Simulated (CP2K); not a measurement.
The C K edge of 2-cyanooxazole was computed by TDDFT (CP2K XAS_TDP, aug-cc-pVDZ, TDA) at these levels: PBE0, PBEh(45%) and PBEh(45%) + GW2X. The first three lines of C2 (bonded to C and N) with a strength over 0.0015, energy in eV and strength:

```tsv
run	first	second	third
1	288.45 (0.032)	288.79 (0.050)	292.55 (0.026)
2	276.06 (0.017)	276.91 (0.041)	279.22 (0.010)
3	281.91 (0.033)	282.25 (0.051)	286.00 (0.027)
```

**Question.** Which run is which?

Run 1: PBEh(45%) + GW2X (45 % exact exchange). Run 2: PBE0 (25 % exact exchange). Run 3: PBEh(45%) (45 % exact exchange). Self-interaction lifts the core level, so the uncorrected lines rise with the share of exact exchange. The GW2X run keeps the spacings of its parent: 0.34 eV between the first two lines in run 1, 0.34 eV in run 3. Its shift is +6.54 eV, since the Kohn–Sham level at this share of exchange lies that far above the quasiparticle level.

[Banner, clock and machine lines of the logs are left out without a mark of their own.]

[Logs are printed without paths, hosts, clocks, repeated set-up lines and the standing remarks that a program may print on its own settings, such as how far it seeks lower states.]

[Hosts, paths, dates, database ids (printed as entryN), source tags and the programs' standing remarks are cut or masked in the printed files.]
